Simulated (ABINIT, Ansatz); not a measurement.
# BaIBr (Pnma): changed settings of a GW run in ABINIT

Aim: change inputs of a GW run on BaIBr (Pnma) and see what moves.

Program: ABINIT 10.8.3. Level of theory: PBEsol and many-body steps on it, plane waves. Results are calculated unless marked as measured.

## Step 1: Set-up

Symmetry: Pnma, No. 62, orthorhombic system. The conventional cell has a = 8.814 Å, b = 5.124 Å, c = 10.192 Å, α = 90.00°, β = 90.00°, γ = 90.00°. Nearest to Ba lie 4 Br at 3.31 to 3.34 Å and 5 I at 3.67 to 3.76 Å. Nearest to I lie 5 Ba at 3.67 to 3.76 Å. Nearest to Br lie 4 Ba at 3.31 to 3.34 Å. Farther neighbours and most contacts between anions are not listed.

Structure file:

```cif
data_structure
_symmetry_space_group_name_H-M 'Pnma'
_symmetry_Int_Tables_number 62
_cell_length_a 8.8145
_cell_length_b 5.1243
_cell_length_c 10.1917
_cell_angle_alpha 90.000
_cell_angle_beta 90.000
_cell_angle_gamma 90.000
_cell_volume 460.34
loop_
_atom_site_label
_atom_site_type_symbol
_atom_site_symmetry_multiplicity
_atom_site_Wyckoff_symbol
_atom_site_fract_x
_atom_site_fract_y
_atom_site_fract_z
_atom_site_occupancy
Ba1 Ba 4 c 0.72882 0.25000 0.37514 1
I1 I 4 c 0.47161 0.25000 0.83178 1
Br1 Br 4 c 0.85647 0.25000 0.06669 1
```

The cell and positions are those that the Materials Project relaxed with its own functionals (PBE, PBE+U or r2SCAN), kept fixed. Spin-orbit coupling is left out unless a step names it.

## Step 2: Screening, 2×2×1 mesh, 199 bands, screening to 98 eV

This step: ABINIT 10.8.3; RPA screening on PBEsol, plane waves, norm-conserving pseudopotentials.

The RPA dielectric matrix is built and inverted for each q.

run.abi reads:

```
acell 3*1.0 Angstrom
rprim 
  8.814460390000 0.000000000000 0.000000000000
  0.000000000000 5.124291030000 0.000000000000
  0.000000000000 0.000000000000 10.191678390000
ntypat 3
znucl 56 53 35
natom 12
typat 1 1 1 1 2 2 2 2 3 3 3 3
xred 
  0.728824540000 0.250000000000 0.375137030000
  0.271175460000 0.750000000000 0.624862970000
  0.771175460000 0.750000000000 0.875137030000
  0.228824540000 0.250000000000 0.124862970000
  0.471610560000 0.250000000000 0.831776550000
  0.528389440000 0.750000000000 0.168223450000
  0.028389440000 0.750000000000 0.331776550000
  0.971610560000 0.250000000000 0.668223450000
  0.856471900000 0.250000000000 0.066685850000
  0.143528100000 0.750000000000 0.933314150000
  0.643528100000 0.750000000000 0.566685850000
  0.356471900000 0.250000000000 0.433314150000
pp_dirpath "pseudos"
pseudos "Ba.upf, I.upf, Br.upf"
ecut 31
ngkpt 2 2 1
nshiftk 1
shiftk 0 0 0
kptopt 1
chksymbreak 0
istwfk *1
occopt 1
irdwfk 1
optdriver 3
nband 199
ecuteps 3.6
inclvkb 2
awtr 1
symchi 1
indata_prefix "in"
outdata_prefix "out"
tmpdata_prefix "tmp"
```

The run is started by

```
$ OMP_NUM_THREADS=1 mpirun -n 8 abinit run.abi > log
```

Output:

```text
.Version 10.8.3 of ABINIT. v10.8.2 released Aug 2026.

 Symmetries : space group Pn m a (# 62); Bravais oP (primitive ortho.)
[... echo of the input left out ...]
== DATASET  1 ==================================================================
-   mpi_nproc: 8, omp_nthreads: 1 (-1 if OMP is not activated)

--- !DatasetInfo
iteration_state: {dtset: 1, }
dimensions: {natom: 12, nkpt: 4, mband: 199, nsppol: 1, nspinor: 1, nspden: 1, mpw: 25646, }
cutoff_energies: {ecut:  31.0, pawecutdg:  -1.0, }
electrons: {nelect:   9.60000000E+01, charge:   0.00000000E+00, occopt:   1.00000000E+00, tsmear:   1.00000000E-02, }

 SCREENING: Calculation of the susceptibility and dielectric matrices

 Based on a program developped by R.W. Godby, V. Olevano, G. Onida, and L. Reining.
 Incorporated in ABINIT by V. Olevano, G.-M. Rignanese, and M. Torrent.
.Using double precision arithmetic ; gwpc =  8

[... cell and pseudopotentials left out ...]
--------------------------------------------------------------------------------

 ==== K-mesh for the wavefunctions ====
 Number of points in the irreducible wedge :     4
[... list of points left out ...]
 Together with  8 symmetry operations and time-reversal symmetry
 yields     4 points in the full Brillouin Zone.

 ==== Q-mesh for the screening function ====
 Number of points in the irreducible wedge :     4
[... list of points left out ...]
 Together with  8 symmetry operations and time-reversal symmetry
 yields     4 points in the full Brillouin Zone.

 setmesh: FFT mesh size selected  =    60x   36x   72
          total number of points  =       155520

 vcoul_init : cutoff-mode = AUXILIARY_FUNCTION
 q-points for optical limit:   1
     1)      0.000010    0.000020    0.000030

- screening: taking advantage of time-reversal symmetry
- Maximum band index for partially occupied states nbvw = 48
- Remaining bands to be divided among processors   nbcw = 151
- Number of bands treated by each node ~18

 Number of electrons calculated from density =   96.0000; Expected =   96.0000
 average of density, n =  0.030903
 r_s =    1.9768
 omega_plasma =   16.9572 [eV]

 calculating chi0 at frequencies [eV] :
  1    0.000000E+00    0.000000E+00
  2    0.000000E+00    1.695725E+01

--------------------------------------------------------------------------------
  q-point number  1        q = ( 0.000000, 0.000000, 0.000000) [r.l.u.]
--------------------------------------------------------------------------------
[... chi0 elements left out ...]
 For q-point:  0.000010 0.000020 0.000030
  dielectric constant =   4.0879
  dielectric constant without local fields =   4.8339

  Average fulfillment of the sum rule on Im[epsilon] for q-point    1 :     71.34  [%]
[... wings left out ...]
  q-point number  2        q = ( 0.500000, 0.000000, 0.000000) [r.l.u.]
--------------------------------------------------------------------------------
[... chi0 elements left out ...]
  Average fulfillment of the sum rule on Im[epsilon] for q-point    2 :     79.67  [%]

 [... 2 further q-points ...]
```

Wall time 6.6 min (8 MPI ranks of Arm Neoverse N1, shared host); peak memory 9.5 GiB.

This step gave:

| Quantity | Value |
| --- | --- |
| ε∞ with local fields, on this mesh, along the program's q direction | 4.088 |
| the same without local fields | 4.834 |
| plasma frequency | 16.96 eV |
| plane waves in the screening matrix | 999 |

Local fields lower ε∞ by 15 %. On a Γ-centred mesh this coarse the value itself is usually too large, while a short band sum pulls it down.

## Step 3: Base

The self-energy is evaluated for the states that the input lists, and the levels follow from it, in one-shot runs by the linearised quasiparticle equation.

This step: G0W0 on PBEsol, plane waves, norm-conserving pseudopotentials.

run.abi: that of step 2 with these lines changed.

```diff
@@ -33,8 +33,15 @@
 irdwfk 1
-optdriver 3
+optdriver 4
 nband 199
+gwcalctyp 0
+ecutsigx 31
+symsigma 1
+nkptgw 1
+kptgw 
+  0.0000000000 0.0000000000 0.0000000000
+bdgw 
+  47 50
 ecuteps 3.6
-inclvkb 2
-awtr 1
-symchi 1
+irdscr 1
+ppmodel 1
 indata_prefix "in"
```

Output:

```text
.Version 10.8.3 of ABINIT. v10.8.2 released Aug 2026.

 Symmetries : space group Pn m a (# 62); Bravais oP (primitive ortho.)
[... echo of the input left out ...]
== DATASET  1 ==================================================================
-   mpi_nproc: 8, omp_nthreads: 1 (-1 if OMP is not activated)

--- !DatasetInfo
iteration_state: {dtset: 1, }
dimensions: {natom: 12, nkpt: 4, mband: 199, nsppol: 1, nspinor: 1, nspden: 1, mpw: 25646, }
cutoff_energies: {ecut:  31.0, pawecutdg:  -1.0, }
electrons: {nelect:   9.60000000E+01, charge:   0.00000000E+00, occopt:   1.00000000E+00, tsmear:   1.00000000E-02, }

 SIGMA: Calculation of the GW corrections

 Based on a program developped by R.W. Godby, V. Olevano, G. Onida, and L. Reining.
 Incorporated in ABINIT by V. Olevano, G.-M. Rignanese, and M. Torrent.
.Using double precision arithmetic ; gwpc =  8

[... cell and pseudopotentials left out ...]
--------------------------------------------------------------------------------

 ==== K-mesh for the wavefunctions ====
 Number of points in the irreducible wedge :     4
[... list of points left out ...]
 Together with  8 symmetry operations and time-reversal symmetry
 yields     4 points in the full Brillouin Zone.

 ==== Q-mesh for screening function ====
 Number of points in the irreducible wedge :     4
[... list of points left out ...]
 Together with  8 symmetry operations and time-reversal symmetry
 yields     4 points in the full Brillouin Zone.

 vcoul_init : cutoff-mode = AUXILIARY_FUNCTION
 q-points for optical limit:   1
     1)      0.000010    0.000020    0.000030
 setmesh: FFT mesh size selected  =    90x   50x  100
          total number of points  =       450000

 Number of electrons calculated from density =   96.0000; Expected =   96.0000
 average of density, n =  0.030903
 r_s =    1.9768
 omega_plasma =   16.9572 [eV]

 === KS Band Gaps ===
  >>>> For spin  1
   Minimum direct gap =   3.4236 [eV], located at k-point      :   0.0000  0.0000  0.0000
   Fundamental gap    =   3.4236 [eV], Top of valence bands at :   0.0000  0.0000  0.0000
                                       Bottom of conduction at :   0.0000  0.0000  0.0000
 SIGMA fundamental parameters:
 PLASMON POLE MODEL  1
 number of plane-waves for SigmaX                25569
 number of plane-waves for SigmaC and W            999
 number of plane-waves for wavefunctions         25569
 number of bands                                   199
 number of independent spin polarizations            1
 number of spinorial components                      1
 number of k-points in IBZ                           4
 number of q-points in IBZ                           4
 number of symmetry operations                       8
 number of k-points in BZ                            4
 number of q-points in BZ                            4
 number of frequencies for dSigma/dE                 9
 frequency step for dSigma/dE [eV]                0.25
 number of omega for Sigma on real axis              0
 max omega for Sigma on real axis  [eV]           0.00
 zcut for avoiding poles [eV]                     0.10

 EPSILON^-1 parameters (SCR file):
 dimension of the eps^-1 matrix on file            999
 dimension of the eps^-1 matrix used               999
 number of plane-waves for wavefunctions         25569
 number of bands                                   199
 number of q-points in IBZ                           4
 number of frequencies                               2
 number of real frequencies                          1
 number of imag frequencies                          1

 matrix elements of self-energy operator (all in [eV])

 Perturbative Calculation

--- !SelfEnergy_ee
iteration_state: {dtset: 1, }
kpoint     : [   0.000,    0.000,    0.000, ]
spin       : 1
KS_gap     :    3.424
QP_gap     :    4.975
Delta_QP_KS:    1.551
data: !SigmaeeData |
     Band     E0 <VxcDFT>   SigX SigC(E0)      Z dSigC/dE  Sig(E)    E-E0       E
       47   2.175 -11.876 -14.652   2.326   0.816  -0.226 -12.243  -0.367   1.809
       48   2.303 -11.707 -14.544   2.353   0.824  -0.214 -12.106  -0.399   1.904
       49   5.726  -8.190  -4.046  -2.768   0.838  -0.193  -7.038   1.152   6.878
       50   6.287  -8.025  -3.732  -2.896   0.846  -0.182  -6.843   1.182   7.469

== END DATASET(S) ==============================================================
================================================================================

 -outvars: echo values of variables after computation  --------
           etotal      0.0000000000E+00
            nband         199
             nkpt           4
          spgroup          62
 [... the other variables as echoed above ...]

 Calculation completed.
```

Wall time 43 s (8 MPI ranks); peak memory 5.5 GiB; 5.7 min of CPU time.

This step gave:

| Quantity | Value |
| --- | --- |
| G0W0 gap on the points computed | 4.974 eV |
| starting gap on the mesh | 3.423 eV |
| k of the valence top | 0, 0, 0 |
| k of the conduction bottom | 0, 0, 0 |
| Z at the valence top | 0.824 |
| Z at the conduction bottom | 0.838 |
| least direct G0W0 gap on the computed points | 4.974 eV |

The gap on the mesh goes from 3.42 eV to 4.97 eV, a correction of +1.55 eV.

## Step 4: Exchange cutoff

run.abi: that of step 3 with these lines changed.

```diff
@@ -36,3 +36,3 @@
 gwcalctyp 0
-ecutsigx 31
+ecutsigx 9.3
 symsigma 1
```

Output:

```text
.Version 10.8.3 of ABINIT. v10.8.2 released Aug 2026.

 Symmetries : space group Pn m a (# 62); Bravais oP (primitive ortho.)
[... echo of the input left out ...]
== DATASET  1 ==================================================================
-   mpi_nproc: 8, omp_nthreads: 1 (-1 if OMP is not activated)

--- !DatasetInfo
iteration_state: {dtset: 1, }
dimensions: {natom: 12, nkpt: 4, mband: 199, nsppol: 1, nspinor: 1, nspden: 1, mpw: 25646, }
cutoff_energies: {ecut:  31.0, pawecutdg:  -1.0, }
electrons: {nelect:   9.60000000E+01, charge:   0.00000000E+00, occopt:   1.00000000E+00, tsmear:   1.00000000E-02, }

 SIGMA: Calculation of the GW corrections

 Based on a program developped by R.W. Godby, V. Olevano, G. Onida, and L. Reining.
 Incorporated in ABINIT by V. Olevano, G.-M. Rignanese, and M. Torrent.
.Using double precision arithmetic ; gwpc =  8

[... cell and pseudopotentials left out ...]
--------------------------------------------------------------------------------

 ==== K-mesh for the wavefunctions ====
 Number of points in the irreducible wedge :     4
[... list of points left out ...]
 Together with  8 symmetry operations and time-reversal symmetry
 yields     4 points in the full Brillouin Zone.

 ==== Q-mesh for screening function ====
 Number of points in the irreducible wedge :     4
[... list of points left out ...]
 Together with  8 symmetry operations and time-reversal symmetry
 yields     4 points in the full Brillouin Zone.

 vcoul_init : cutoff-mode = AUXILIARY_FUNCTION
 q-points for optical limit:   1
     1)      0.000010    0.000020    0.000030
 setmesh: FFT mesh size selected  =    72x   40x   80
          total number of points  =       230400

 Number of electrons calculated from density =   96.0000; Expected =   96.0000
[...]
number of k-points in IBZ                           4
 number of q-points in IBZ                           4
 number of symmetry operations                       8
 number of k-points in BZ                            4
 number of q-points in BZ                            4
 number of frequencies for dSigma/dE                 9
 frequency step for dSigma/dE [eV]                0.25
 number of omega for Sigma on real axis              0
 max omega for Sigma on real axis  [eV]           0.00
 zcut for avoiding poles [eV]                     0.10

 EPSILON^-1 parameters (SCR file):
 dimension of the eps^-1 matrix on file            999
 dimension of the eps^-1 matrix used               999
 number of plane-waves for wavefunctions         25569
 number of bands                                   199
 number of q-points in IBZ                           4
 number of frequencies                               2
 number of real frequencies                          1
 number of imag frequencies                          1

 matrix elements of self-energy operator (all in [eV])

 Perturbative Calculation

--- !SelfEnergy_ee
iteration_state: {dtset: 1, }
kpoint     : [   0.000,    0.000,    0.000, ]
spin       : 1
KS_gap     :    3.424
QP_gap     :    4.974
Delta_QP_KS:    1.550
data: !SigmaeeData |
     Band     E0 <VxcDFT>   SigX SigC(E0)      Z dSigC/dE  Sig(E)    E-E0       E
       47   2.175 -11.876 -14.650   2.326   0.816  -0.226 -12.241  -0.365   1.810
       48   2.303 -11.707 -14.543   2.353   0.824  -0.214 -12.104  -0.398   1.905
       49   5.726  -8.190  -4.046  -2.768   0.838  -0.193  -7.037   1.153   6.879
       50   6.287  -8.025  -3.728  -2.896   0.846  -0.182  -6.840   1.185   7.472

== END DATASET(S) ==============================================================
================================================================================

 -outvars: echo values of variables after computation  --------
           etotal      0.0000000000E+00
            nband         199
             nkpt           4
          spgroup          62
 [... the other variables as echoed above ...]

 Calculation completed.
```

Elapsed: 46 s, on 8 MPI ranks; peak memory 5.4 GiB.

This step gave:

- G0W0 gap on the points computed: 4.974 eV
- starting gap on the mesh: 3.423 eV
- k of the valence top: 0, 0, 0
- k of the conduction bottom: 0, 0, 0
- Z at the valence top: 0.824
- Z at the conduction bottom: 0.838
- least direct G0W0 gap on the computed points: 4.974 eV

(Continued in part 2 of 2.)

[Paths, hosts, dates, memory and timing lines, banners, echoed tables and standing remarks are left out of the program output.]

[Logs are printed without paths, hosts, clocks, repeated set-up lines and the standing remarks that a program may print on its own settings, such as how far it seeks lower states.]

[Runs of the session that timed out or met a known fault of the program may be left out.]

[Hosts, paths, dates, database ids (printed as entryN), source tags and the programs' standing remarks are cut or masked in the printed files.]

[G0W0 gaps are taken among the corrected bands and points alone; a level outside them can change the order at an edge.]

[Where Ansatz stands beside ABINIT at settings called matched, ABINIT's density can come from a denser mesh and the files from another edition; pairs whose starting gaps differed by over 0.03 eV were left out, so agreement reads better than it is.]
